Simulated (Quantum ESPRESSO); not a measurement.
**CrO2: orders under biaxial strain**

Wanted: the trend of the moments of CrO2 with biaxial strain.

Program: Quantum ESPRESSO 7.5. Level of theory: PBE; plane waves with GBRV 1.5 PBE potentials, no spin-orbit coupling. Results are calculated unless marked as measured.

### Step 1. Starting point

Symmetry: P4_2/mnm, No. 136, tetragonal system. The conventional cell has a = 4.421 Å, b = 4.421 Å, c = 2.917 Å, α = 90.00°, β = 90.00°, γ = 90.00°. Cr has 6 O at 1.89 to 1.91 Å nearest. O has 3 Cr at 1.89 to 1.91 Å nearest. Farther neighbours and most contacts between anions are not listed.

The lattice constants were typed from memory of published values and not checked against a source.

### Step 2. Biaxial 0.97, ferro ++

Lengths in the Cartesian xy plane scale by the factor; z is kept. Atoms keep their fractional places. Seeded atoms are those given a starting moment.

pw.in reads:

```
&CONTROL
  calculation = 'scf'
  prefix = 'pwscf'
  outdir = './tmp'
  pseudo_dir = './pseudo'
  disk_io = 'nowf'
  tprnfor = .true.
  tstress = .true.
/
&SYSTEM
  ibrav = 0
  celldm(1) = 8
  nat = 6
  ntyp = 2
  ecutwfc = 40
  ecutrho = 280
  nbnd = 39
  occupations = 'smearing'
  smearing = 'fd'
  degauss = 0.00367493
  nspin = 2
  starting_magnetization(1) = 0.2143
  starting_magnetization(2) = 0
/
&ELECTRONS
  conv_thr = 1.2d-08
  electron_maxstep = 150
  mixing_beta = 0.3
/
ATOMIC_SPECIES
Cr     51.9961 cr_pbe_v1.5.uspp.F.UPF
O      15.9990 o_pbe_v1.2.uspp.F.UPF
CELL_PARAMETERS alat
   1.0129806026327    0.0000000000000    0.0000000000000
   0.0000000000000    1.0129806026327    0.0000000000000
   0.0000000000000    0.0000000000000    0.6890413881917
ATOMIC_POSITIONS crystal
Cr      0.0000000000    0.0000000000    0.0000000000
Cr      0.5000000000    0.5000000000    0.5000000000
O       0.3030000000    0.3030000000    0.0000000000
O       0.6970000000    0.6970000000    0.0000000000
O       0.8030000000    0.1970000000    0.5000000000
O       0.1970000000    0.8030000000    0.5000000000
K_POINTS automatic
6 6 10 0 0 0
```

Run with:

```sh
> OMP_NUM_THREADS=1 mpirun -n 4 pw.x -nk 4 -in pw.in > pw.out
```

Log:

```text
Program PWSCF v.7.5 starts

     Message from routine setup:
     using ibrav=0 with symmetry is DISCOURAGED, use correct ibrav instead

     K-points division:     npool     =       4
     Subspace diagonalization in iterative solution of the eigenvalue problem:

     bravais-lattice index     =            0
     lattice parameter (alat)  =       8.0000  a.u.
     unit-cell volume          =     362.0075 (a.u.)^3
     number of atoms/cell      =            6
     number of atomic types    =            2
     number of electrons       =        52.00
     number of Kohn-Sham states=           39
     kinetic-energy cutoff     =      40.0000  Ry
     charge density cutoff     =     280.0000  Ry
     scf convergence threshold =      1.2E-08
     mixing beta               =       0.3000
     number of iterations used =            8  plain     mixing
     Exchange-correlation= SLA  PW   PBE  PBE
                           (   1   4   3   4   0   0   0)

     celldm(1)=   8.000000  celldm(2)=   0.000000  celldm(3)=   0.000000
     celldm(4)=   0.000000  celldm(5)=   0.000000  celldm(6)=   0.000000

     crystal axes: (cart. coord. in units of alat)
               a(1) = (   1.012981   0.000000   0.000000 )
               a(2) = (   0.000000   1.012981   0.000000 )
               a(3) = (   0.000000   0.000000   0.689041 )

     reciprocal axes: (cart. coord. in units 2 pi/alat)
               b(1) = (  0.987186  0.000000  0.000000 )
               b(2) = (  0.000000  0.987186  0.000000 )
               b(3) = (  0.000000  0.000000  1.451292 )

     PseudoPot. # 1 for Cr read from file:
     cr_pbe_v1.5.uspp.F.UPF
     Pseudo is Ultrasoft + core correction, Zval = 14.0

     PseudoPot. # 2 for O  read from file:
     o_pbe_v1.2.uspp.F.UPF
     Pseudo is Ultrasoft + core correction, Zval =  6.0

     atomic species   valence    mass     pseudopotential
     Cr               14.00    51.99610     Cr( 1.00)
     O                 6.00    15.99900     O ( 1.00)

     Starting magnetic structure
     atomic species   magnetization
     Cr              0.214
     O               0.000

     16 Sym. Ops., with inversion, found ( 8 have fractional translation)

   Cartesian axes

     site n.     atom                  positions (alat units)
         1        Cr     tau(   1) = (   0.0000000   0.0000000   0.0000000  )
         2        Cr     tau(   2) = (   0.5064903   0.5064903   0.3445207  )
         3        O      tau(   3) = (   0.3069331   0.3069331   0.0000000  )
         4        O      tau(   4) = (   0.7060475   0.7060475   0.0000000  )
         5        O      tau(   5) = (   0.8134234   0.1995572   0.3445207  )
         6        O      tau(   6) = (   0.1995572   0.8134234   0.3445207  )

     number of k points=    60  Fermi-Dirac smearing, width (Ry)=  0.0037
                       cart. coord. in units 2pi/alat
        k(    1) = (   0.0000000   0.0000000   0.0000000), wk =   0.0027778
        k(    2) = (   0.0000000   0.0000000   0.1451292), wk =   0.0055556
        k(    3) = (   0.0000000   0.0000000   0.2902583), wk =   0.0055556
        k(    4) = (   0.0000000   0.0000000   0.4353875), wk =   0.0055556
        k(    5) = (   0.0000000   0.0000000   0.5805167), wk =   0.0055556
        [... 55 further k-points ...]

     Dense  grid:    28661 G-vectors     FFT dimensions: (  48,  48,  30)

     Smooth grid:    12395 G-vectors     FFT dimensions: (  36,  36,  24)

     Check: negative core charge=   -0.000008
     Generating pointlists ...
     new r_m :   0.1791 (alat units)  1.4324 (a.u.) for type    1
     new r_m :   0.1791 (alat units)  1.4324 (a.u.) for type    2

     Initial potential from superposition of free atoms

     starting charge      50.0000, renormalised to      52.0000

     negative rho (up, down):  2.112E-03 1.360E-03
     Starting wfcs are   36 randomized atomic wfcs +    3 random wfcs

     Self-consistent Calculation

     iteration #  1     ecut=    40.00 Ry     beta= 0.30
     Davidson diagonalization with overlap
     ethr =  1.00E-02,  avg # of iterations =  6.3

     negative rho (up, down):  1.900E-03 2.179E-03

     total energy              =    -479.63770498 Ry
     estimated scf accuracy    <       3.34742915 Ry

     total magnetization       =     4.00 Bohr mag/cell
     absolute magnetization    =     4.14 Bohr mag/cell

     iteration #  2     ecut=    40.00 Ry     beta= 0.30
     Davidson diagonalization with overlap
     ethr =  6.44E-03,  avg # of iterations =  1.5

     negative rho (up, down):  1.407E-03 2.387E-03

     total energy              =    -480.23185664 Ry
     estimated scf accuracy    <       0.89089937 Ry

     total magnetization       =     4.02 Bohr mag/cell
     absolute magnetization    =     4.77 Bohr mag/cell

     [... further iterations left out ...]

     iteration # 11     ecut=    40.00 Ry     beta= 0.30
     Davidson diagonalization with overlap
     ethr =  8.93E-10,  avg # of iterations =  1.5

     negative rho (up, down):  9.693E-05 5.282E-03

     total energy              =    -480.42671633 Ry
     estimated scf accuracy    <       0.00000003 Ry

     total magnetization       =     4.00 Bohr mag/cell
     absolute magnetization    =     4.52 Bohr mag/cell

     iteration # 12     ecut=    40.00 Ry     beta= 0.30
     Davidson diagonalization with overlap
     ethr =  4.92E-11,  avg # of iterations =  2.0

     negative rho (up, down):  9.647E-05 5.282E-03

     Magnetic moment per site  (integrated on atomic sphere of radius R)
     atom   1 (R=0.179)  charge= 10.4234  magn=  1.6757
     atom   2 (R=0.179)  charge= 10.4234  magn=  1.6757
     atom   3 (R=0.179)  charge=  5.1500  magn= -0.0526
     atom   4 (R=0.179)  charge=  5.1500  magn= -0.0526
     atom   5 (R=0.179)  charge=  5.1500  magn= -0.0526
     atom   6 (R=0.179)  charge=  5.1500  magn= -0.0526

     End of self-consistent calculation

     Number of k-points >= 100: set verbosity='high' to print the bands.

     the Fermi energy is    11.9871 ev

!    total energy              =    -480.42671662 Ry
     estimated scf accuracy    <          4.8E-09 Ry
     smearing contrib. (-TS)   =      -0.00075484 Ry
     internal energy E=F+TS    =    -480.42596178 Ry

     The total energy is F=E-TS. E is the sum of the following terms:
     one-electron contribution =    -190.92636483 Ry
     hartree contribution      =     123.93516440 Ry
     xc contribution           =     -74.23778624 Ry
     ewald contribution        =    -339.19697511 Ry

     total magnetization       =     4.00 Bohr mag/cell
     absolute magnetization    =     4.52 Bohr mag/cell

     convergence has been achieved in  12 iterations

     negative rho (up, down):  9.647E-05 5.282E-03

     Forces acting on atoms (cartesian axes, Ry/au):

     atom    1 type  1   force =     0.00000000    0.00000000    0.00000000
     atom    2 type  1   force =     0.00000000    0.00000000   -0.00000000
     atom    3 type  2   force =     0.00041751    0.00041751   -0.00000000
     atom    4 type  2   force =    -0.00041751   -0.00041751   -0.00000000
     atom    5 type  2   force =     0.00041751   -0.00041751    0.00000000
     atom    6 type  2   force =    -0.00041751    0.00041751    0.00000000

     Total force =     0.001181     Total SCF correction =     0.000017

     Computing stress (Cartesian axis) and pressure

     negative rho (up, down):  9.647E-05 5.282E-03
          total   stress  (Ry/bohr**3)                   (kbar)     P=      202.37
   0.00153712   0.00000000   0.00000000          226.12        0.00        0.00
   0.00000000   0.00153712   0.00000000            0.00      226.12        0.00
   0.00000000   0.00000000   0.00105287            0.00        0.00      154.88

=------------------------------------------------------------------------------=
   JOB DONE.
=------------------------------------------------------------------------------=
```

Wall time 32 s (4 MPI ranks of Arm Neoverse V2, shared host); peak memory 0.45 GiB; 2.1 min of CPU time.

Spin moment in the atom's sphere by atom:

| atom | spin moment in the atom's sphere (μB) |
| --- | --- |
| Cr1 | 1.68 |
| Cr2 | 1.68 |
| O3 | -0.05 |
| O4 | -0.05 |
| O5 | -0.05 |
| O6 | -0.05 |

Read from the output:

```
smearing term TS       : 0.01027 eV
pressure               : 20.24 GPa
magnetization          : 4 μB
absolute magnetization : 4.52 μB
final state            : ferromagnetic
```

### Step 3. Biaxial 0.97, antiferro +-

pw.in: that of step 2 with these lines changed.

```diff
@@ -13,6 +13,6 @@
   nat = 6
-  ntyp = 2
+  ntyp = 3
   ecutwfc = 40
   ecutrho = 280
-  nbnd = 39
+  nbnd = 36
   occupations = 'smearing'
@@ -22,3 +22,4 @@
   starting_magnetization(1) = 0.2143
-  starting_magnetization(2) = 0
+  starting_magnetization(2) = -0.2143
+  starting_magnetization(3) = 0
 /
@@ -30,3 +31,4 @@
 ATOMIC_SPECIES
-Cr     51.9961 cr_pbe_v1.5.uspp.F.UPF
+Cr1    51.9961 cr_pbe_v1.5.uspp.F.UPF
+Cr2    51.9961 cr_pbe_v1.5.uspp.F.UPF
 O      15.9990 o_pbe_v1.2.uspp.F.UPF
@@ -37,4 +39,4 @@
 ATOMIC_POSITIONS crystal
-Cr      0.0000000000    0.0000000000    0.0000000000
-Cr      0.5000000000    0.5000000000    0.5000000000
+Cr1     0.0000000000    0.0000000000    0.0000000000
+Cr2     0.5000000000    0.5000000000    0.5000000000
 O       0.3030000000    0.3030000000    0.0000000000
```

Log:

```text
     [... lines left out ...]
Program PWSCF v.7.5 starts
     [... lines left out ...]
     number of atoms/cell      =            6
     [... lines left out ...]
     number of electrons       =        52.00
     number of Kohn-Sham states=           36
     kinetic-energy cutoff     =      40.0000  Ry
     charge density cutoff     =     280.0000  Ry
     scf convergence threshold =      1.2E-08
     [... lines left out ...]
      8 Sym. Ops., with inversion, found
     [... lines left out ...]
     number of k points=    78  Fermi-Dirac smearing, width (Ry)=  0.0037
     [... lines left out ...]
     iteration # 15     ecut=    40.00 Ry     beta= 0.30
     [... lines left out ...]
     Magnetic moment per site  (integrated on atomic sphere of radius R)
     atom   1 (R=0.179)  charge= 10.4250  magn=  1.4197
     atom   2 (R=0.179)  charge= 10.4269  magn= -1.4200
     atom   3 (R=0.179)  charge=  5.1459  magn=  0.0109
     atom   4 (R=0.179)  charge=  5.1459  magn=  0.0109
     atom   5 (R=0.179)  charge=  5.1460  magn= -0.0109
     atom   6 (R=0.179)  charge=  5.1460  magn= -0.0109
     [... lines left out ...]
     the Fermi energy is    11.8493 ev
!    total energy              =    -480.40193456 Ry
     estimated scf accuracy    <          7.4E-09 Ry
     smearing contrib. (-TS)   =      -0.00201853 Ry
     [... lines left out ...]
     total magnetization       =     0.00 Bohr mag/cell
     absolute magnetization    =     3.70 Bohr mag/cell
     convergence has been achieved in  15 iterations
     [... lines left out ...]
     Total force =     0.010116     Total SCF correction =     0.000080
     [... lines left out ...]
          total   stress  (Ry/bohr**3)                   (kbar)     P=      191.34
     [... lines left out ...]
```

The job ended after 45 s (4 MPI ranks; peak memory 0.48 GiB; 3 min of CPU time).

Spin moment in the atom's sphere by atom:

| atom | spin moment in the atom's sphere (μB) |
| --- | --- |
| Cr1 | 1.42 |
| Cr2 | -1.42 |
| O3 | 0.01 |
| O4 | 0.01 |
| O5 | -0.01 |
| O6 | -0.01 |

This step gave:

* smearing term TS: 0.02746 eV
* pressure: 19.13 GPa
* magnetization: 0 μB
* absolute magnetization: 3.702 μB
* final state: antiferromagnetic

### Step 4. Biaxial 0.97, no spin polarisation

pw.in: that of step 3 with these lines changed.

```diff
@@ -13,3 +13,3 @@
   nat = 6
-  ntyp = 3
+  ntyp = 2
   ecutwfc = 40
@@ -20,6 +20,2 @@
   degauss = 0.00367493
-  nspin = 2
-  starting_magnetization(1) = 0.2143
-  starting_magnetization(2) = -0.2143
-  starting_magnetization(3) = 0
 /
@@ -31,4 +27,3 @@
 ATOMIC_SPECIES
-Cr1    51.9961 cr_pbe_v1.5.uspp.F.UPF
-Cr2    51.9961 cr_pbe_v1.5.uspp.F.UPF
+Cr     51.9961 cr_pbe_v1.5.uspp.F.UPF
 O      15.9990 o_pbe_v1.2.uspp.F.UPF
@@ -39,4 +34,4 @@
 ATOMIC_POSITIONS crystal
-Cr1     0.0000000000    0.0000000000    0.0000000000
-Cr2     0.5000000000    0.5000000000    0.5000000000
+Cr      0.0000000000    0.0000000000    0.0000000000
+Cr      0.5000000000    0.5000000000    0.5000000000
 O       0.3030000000    0.3030000000    0.0000000000
```

Log:

```text
     [... lines left out ...]
Program PWSCF v.7.5 starts
     [... lines left out ...]
     number of atoms/cell      =            6
     [... lines left out ...]
     number of electrons       =        52.00
     number of Kohn-Sham states=           36
     kinetic-energy cutoff     =      40.0000  Ry
     charge density cutoff     =     280.0000  Ry
     scf convergence threshold =      1.2E-08
     [... lines left out ...]
     16 Sym. Ops., with inversion, found ( 8 have fractional translation)
     [... lines left out ...]
     number of k points=    60  Fermi-Dirac smearing, width (Ry)=  0.0037
     [... lines left out ...]
     iteration # 11     ecut=    40.00 Ry     beta= 0.30
     [... lines left out ...]
     the Fermi energy is    12.2357 ev
!    total energy              =    -480.33549096 Ry
     estimated scf accuracy    <          5.0E-09 Ry
     smearing contrib. (-TS)   =      -0.00645711 Ry
     [... lines left out ...]
     convergence has been achieved in  11 iterations
     [... lines left out ...]
     Total force =     0.021770     Total SCF correction =     0.000078
     [... lines left out ...]
          total   stress  (Ry/bohr**3)                   (kbar)     P=      129.63
     [... lines left out ...]
```

Elapsed: 14 s, on 4 MPI ranks; peak memory 0.37 GiB.

Read from the output:

```yaml
smearing_term_ts: 0.08785 eV
pressure: 12.96 GPa
final_state: non-magnetic (no spin polarisation)
```

### Step 5. Biaxial 1.03, ferro ++

pw.in: that of step 4 with these lines changed.

```diff
@@ -16,3 +16,3 @@
   ecutrho = 280
-  nbnd = 36
+  nbnd = 39
   occupations = 'smearing'
@@ -20,2 +20,5 @@
   degauss = 0.00367493
+  nspin = 2
+  starting_magnetization(1) = 0.2143
+  starting_magnetization(2) = 0
 /
@@ -30,4 +33,4 @@
 CELL_PARAMETERS alat
-   1.0129806026327    0.0000000000000    0.0000000000000
-   0.0000000000000    1.0129806026327    0.0000000000000
+   1.0756391966100    0.0000000000000    0.0000000000000
+   0.0000000000000    1.0756391966100    0.0000000000000
    0.0000000000000    0.0000000000000    0.6890413881917
```

Log:

```text
     [... lines left out ...]
Program PWSCF v.7.5 starts
     [... lines left out ...]
     number of atoms/cell      =            6
     [... lines left out ...]
     number of electrons       =        52.00
     number of Kohn-Sham states=           39
     kinetic-energy cutoff     =      40.0000  Ry
     charge density cutoff     =     280.0000  Ry
     scf convergence threshold =      1.2E-08
     [... lines left out ...]
     16 Sym. Ops., with inversion, found ( 8 have fractional translation)
     [... lines left out ...]
     number of k points=    60  Fermi-Dirac smearing, width (Ry)=  0.0037
     [... lines left out ...]
     iteration # 12     ecut=    40.00 Ry     beta= 0.30
     [... lines left out ...]
     Magnetic moment per site  (integrated on atomic sphere of radius R)
     atom   1 (R=0.188)  charge= 10.6718  magn=  1.8103
     atom   2 (R=0.188)  charge= 10.6718  magn=  1.8103
     atom   3 (R=0.188)  charge=  5.3169  magn= -0.0942
     atom   4 (R=0.188)  charge=  5.3169  magn= -0.0942
     atom   5 (R=0.188)  charge=  5.3169  magn= -0.0942
     atom   6 (R=0.188)  charge=  5.3169  magn= -0.0942
     [... lines left out ...]
     the Fermi energy is     9.7243 ev
!    total energy              =    -480.44041513 Ry
     estimated scf accuracy    <          3.1E-09 Ry
     smearing contrib. (-TS)   =      -0.00089052 Ry
     [... lines left out ...]
     total magnetization       =     4.00 Bohr mag/cell
     absolute magnetization    =     4.86 Bohr mag/cell
     convergence has been achieved in  12 iterations
     [... lines left out ...]
     Total force =     0.015480     Total SCF correction =     0.000017
     [... lines left out ...]
          total   stress  (Ry/bohr**3)                   (kbar)     P=      -91.17
     [... lines left out ...]
```

The job ended after 34 s (4 MPI ranks; peak memory 0.48 GiB; 2.2 min of CPU time).

Read from the output:

```
smearing term TS       : 0.01212 eV
pressure               : -9.117 GPa
magnetization          : 4 μB
absolute magnetization : 4.863 μB
final state            : ferromagnetic
largest moment         : 1.810 μB
```

### Step 6. The series

The runs not shown differ from these in the moved quantity alone.

States, by row:

| biaxial | ferro ++ | antiferro +- | no spin polarisation |
| --- | --- | --- | --- |
| 0.97 | ferromagnetic | antiferromagnetic | non-magnetic |
| 0.98 | ferromagnetic | antiferromagnetic | non-magnetic |
| 0.99 | ferromagnetic | antiferromagnetic | non-magnetic |
| 1 | ferromagnetic | antiferromagnetic | non-magnetic |
| 1.01 | ferromagnetic | antiferromagnetic | non-magnetic |
| 1.02 | ferromagnetic | antiferromagnetic | non-magnetic |
| 1.03 | ferromagnetic | antiferromagnetic | non-magnetic |

Largest site moment against biaxial:

| biaxial (factor) | ferro ++ (μB) | antiferro +- (μB) |
| --- | --- | --- |
| 0.9700 | 1.68 | 1.42 |
| 0.9800 | 1.70 | 1.45 |
| 0.9900 | 1.72 | 1.49 |
| 1.0000 | 1.75 | 1.52 |
| 1.0100 | 1.77 | 1.56 |
| 1.0200 | 1.79 | 1.59 |
| 1.0300 | 1.81 | 1.62 |

The energy less that of the parallel start by biaxial; values in meV a seeded atom:

| biaxial (factor) | antiferro +- | no spin polarisation |
| --- | --- | --- |
| 0.9700 | 169 | 621 |
| 0.9800 | 168 | 625 |
| 0.9900 | 168 | 627 |
| 1.0000 | 167 | 630 |
| 1.0100 | 165 | 632 |
| 1.0200 | 163 | 633 |
| 1.0300 | 160 | 635 |

Energy over the lowest against biaxial; values in meV an atom:

| biaxial (factor) | ferro ++ | antiferro +- | no spin polarisation |
| --- | --- | --- | --- |
| 0.9700 | 45.8 | 102 | 253 |
| 0.9800 | 23.5 | 79.7 | 232 |
| 0.9900 | 8.91 | 64.8 | 218 |
| 1.0000 | 1.24 | 56.8 | 211 |
| 1.0100 | 0 | 55.0 | 211 |
| 1.0200 | 4.66 | 58.9 | 216 |
| 1.0300 | 14.7 | 68.0 | 226 |

### Step 7. Summary of results

```yaml
moment_parallel_start: 1.68 to 1.81 μB
states_met_from_these_starts: antiferromagnetic and ferromagnetic
```

What this shows: The moment of the parallel start goes from 1.68 μB at 0.97 to 1.81 μB at 1.03. The net moment of the cell goes from 4 to 4 μB. The radius of the spheres follows the nearest distance, so part of the change of the site moments is the spheres'. The largest moment of the start antiferro +- lies between 1.42 and 1.62 μB. The start antiferro +- lies over the parallel one at every finished point, by 160 to 169 meV a seeded atom. No Hubbard term acts here. In such compounds local and semilocal functionals without one often delocalise the d electrons, and can shrink or lose moments and miss the size, sign and order of the couplings.

[Logs and program files are shortened in this print: banners, set-up blocks, solver, clock and traceback lines can be left out without a mark of their own.]

[Logs are printed without paths, hosts, clocks, repeated set-up lines and the standing remarks that a program may print on its own settings, such as how far it seeks lower states.]

[Hosts, paths, dates, database ids (printed as entryN), source tags and the programs' standing remarks are cut or masked in the printed files.]

[Where a cell is said to come from a database of computed structures, the database is the Materials Project.]
